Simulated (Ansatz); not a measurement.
# Ba2LuNbO6: which shell does photoemission see at 21.2 and 900 eV? (LDA)

The valence band of Ba2LuNbO6 mixes several shells. Work out by hand which one leads the spectrum's area at each photon energy.

Filled states come from the projected DOS of Ansatz 0.2.0 (LDA, plane waves); cross sections σ and asymmetry parameters β are those of free atoms in a Dirac–Hartree–Slater calculation. A shell's area is states × σ × angular factor, which is 1 − β·P₂(cos θ)/2 for unpolarised light, with θ = 60° from the beam and P₂ = -0.125.

**At 21.2 eV** (states counted from 9.2 eV below the zero; other shells add 5.7 to the products' sum of 106):

| shell | filled states a cell | cross section (Mb an electron) | β | angular factor | product | share by hand (%) | share in the simulated spectrum (%) |
| --- | --- | --- | --- | --- | --- | --- | --- |
| Lu 4f | 13.97 | 0.0916 | 0.83 | 1.05 | 1.35 | 1 | 1 |
| Ba 5p | 0.00 | 0 | 0.00 | 1.00 | 0 | 0 | 0 |
| Nb 4d | 2.62 | 5.05 | 0.44 | 1.03 | 13.6 | 13 | 13 |
| O 2s | 0.23 | 0 | 0.00 | 1.00 | 0 | 0 | 0 |
| O 2p | 29.66 | 2.73 | 0.81 | 1.05 | 85 | 80 | 80 |

**At 900 eV** (states counted from 26.7 eV below the zero; other shells add 0.047 to the products' sum of 0.592):

```
shell  filled states a cell  cross section (Mb an electron)     β  angular factor  product  share by hand (%)  share in the simulated spectrum (%)
Lu 4f                 13.98                          0.0299  1.00            1.06    0.444                 75                                   75
Ba 5p                 11.35                         0.00321  1.67            1.10   0.0402                  7                                    7
Nb 4d                  3.27                         0.00263  1.29            1.08  0.00929                  2                                    2
 O 2s                 10.36                         0.00341  2.00            1.12   0.0397                  7                                    7
 O 2p                 30.16                        0.000368  0.71            1.04   0.0116                  2                                    2
```

O 2p leads at 21.2 eV and Lu 4f at 900 eV. Between the two energies σ of O 2p changes by a factor 1.3e-4 and that of Lu 4f by 0.33, so their ratio moves 2418-fold in favour of the second. The simulated spectrum uses the same rule on the energy-resolved DOS, so the two share columns agree within a few points.

Only crystals where the two columns agree within 4 points and the lead is clear are worked in this form. Free-atom cross sections ignore the solid's final states, no escape depth or background enters, and the count of states a shell hangs on the projection.

[Logs are printed without paths, hosts, clocks, repeated set-up lines and the standing remarks that a program may print on its own settings, such as how far it seeks lower states.]
